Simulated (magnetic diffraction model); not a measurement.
**Magnetic neutron pattern of YbMgH3**

Space group Pm-3m (no. 221), a = 3.6660 Å.

```
site  atom    x    y    z
  1b    Yb  1/2  1/2  1/2
  1a    Mg    0    0    0
  3d     H  1/2    0    0
```

This is a made-up structure (elements placed in a structure type, unrelaxed), so the numbers test the method and describe no known phase.

Only Yb is taken to order (form factors of Yb3+); orders and moment sizes are assumed, and not adapted to the symmetry. Radiation: neutrons of λ = 2.52 Å, 3° to 80°; isotropic B of 0.31 Å² (Yb), 0.61 Å² (Mg) and 0.84 Å² (H). Simulated constant-wavelength pattern: nuclear and magnetic terms add, the magnetic one as |2.695 fm × Σ f S⊥ exp(2πi Q·r) exp(−B s²)|², summed over all Q at one angle with the factor 1/(sin²θ cos θ). For a modulated order the moment at position r is S exp(−2πi k·r) + c.c., with S = m/2 for a sine wave of amplitude m and S = m(u + iv)/2 for moments turning in a plane, u and v being orthogonal unit vectors in it; the phase factor of the sum at Q = H + k is then exp(2πi H·r). Free-ion form factors, Sears's scattering lengths of 1992, no absorption; a label names one of the reflections at its angle. The strongest nuclear line in the range is 100, and lines under 0.2 are left out.

Assume the order k = (0 0 1/3), moments turning in the plane of [100] and [010], 1.87 μB on Yb.

Q: Where does magnetic intensity appear, and how strong is it?

```tsv
2θ (°)	index	nuclear	magnetic
13.16	(0 0 1/3)	0.0	7.4
26.49	(0 0 2/3)	0.0	1.8
40.20	(1 0 0)	23.9	0.0
42.48	(1 0 1/3)	0.0	1.5
48.80	(1 0 2/3)	0.0	1.4
54.55	(0 0 4/3)	0.0	0.4
58.16	(1 1 0)	100.0	0.0
59.92	(1 1 1/3)	0.0	0.7
65.01	(1 1 2/3)	0.0	0.7
69.90	(1 0 4/3)	0.0	1.1
73.07	(1 1 1)	1.5	0.0
```

The strongest magnetic line in the range is (0 0 1/3) at 13.16° (7.4). On top of the Lorentz factor, which all lines share, magnetic lines fade with angle because f falls: for Yb3+ it is 0.97, 0.88, 0.76 and 0.51 at sin θ/λ = 0.1, 0.2, 0.3 and 0.5 Å⁻¹, while nuclear lengths stay constant. The order has no net moment.

[Logs are printed without paths, hosts, clocks, repeated set-up lines and the standing remarks that a program may print on its own settings, such as how far it seeks lower states.]
